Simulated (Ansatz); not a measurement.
G0W0 rungs for LaZn3P3 (P6_3/mmc).

```
La Zn P
1.0
     4.04901    0.00000    0.00000
    -2.02451    3.50655    0.00000
     0.00000    0.00000   20.18381
La Zn P
2 6 6
Direct
  0.00000 0.00000 0.50000
  0.00000 0.00000 0.00000
  0.66667 0.33333 0.25000
  0.33333 0.66667 0.75000
  0.66667 0.33333 0.63116
  0.33333 0.66667 0.36884
  0.33333 0.66667 0.13116
  0.66667 0.33333 0.86884
  0.66667 0.33333 0.08964
  0.33333 0.66667 0.91036
  0.33333 0.66667 0.58964
  0.66667 0.33333 0.41036
  0.66667 0.33333 0.75000
  0.33333 0.66667 0.25000
```

The cell and positions are those that the Materials Project relaxed with its own functionals (PBE, PBE+U or r2SCAN), kept fixed. Spin-orbit coupling is left out unless a run names it.

Runs so far (Ansatz 0.2.0, start r2SCAN, PAW set soft_1 files, 6×6×2 mesh). Times are wall times on 1 × NVIDIA H100 80GB HBM3 (shared by 6 runs) with 3 threads of AMD EPYC 7R13 (Zen 3), shared host, good to a factor of about two.

```csv
bands summed,cutoff (eV),gap on the mesh (eV),time
239,42,0.589,59 s
562,84,0.606,2.1 min
```

What should the next rung give, with 1139 bands and screening to 140 eV, and where is the limit?

The error falls about as one over the bands when the cutoff rises with them. A line through the two highest rungs given predicts 0.612 eV; the run gave 0.639 eV, a miss of 0.027 eV, so the law fails here: the steps don't follow it yet. The two highest rungs put the limit near 0.672 eV, the pair below near 0.618 eV; neither can be trusted until a further rung is run.

Gaps are over the mesh's points; an edge off the mesh would be missed. Limits: not at the basis limit; f levels unsure; no spin-orbit coupling.

[Paths, hosts, dates, memory and timing lines, banners, echoed tables and standing remarks are left out of the program output.]

[Logs are printed without paths, hosts, clocks, repeated set-up lines and the standing remarks that a program may print on its own settings, such as how far it seeks lower states.]

[Runs of the session that timed out or met a known fault of the program may be left out.]

[Cells called generated may have been cut or substituted from an entry of the Crystallography Open Database or the Materials Project.]

[Hosts, paths, dates, database ids (printed as entryN), source tags and the programs' standing remarks are cut or masked in the printed files.]
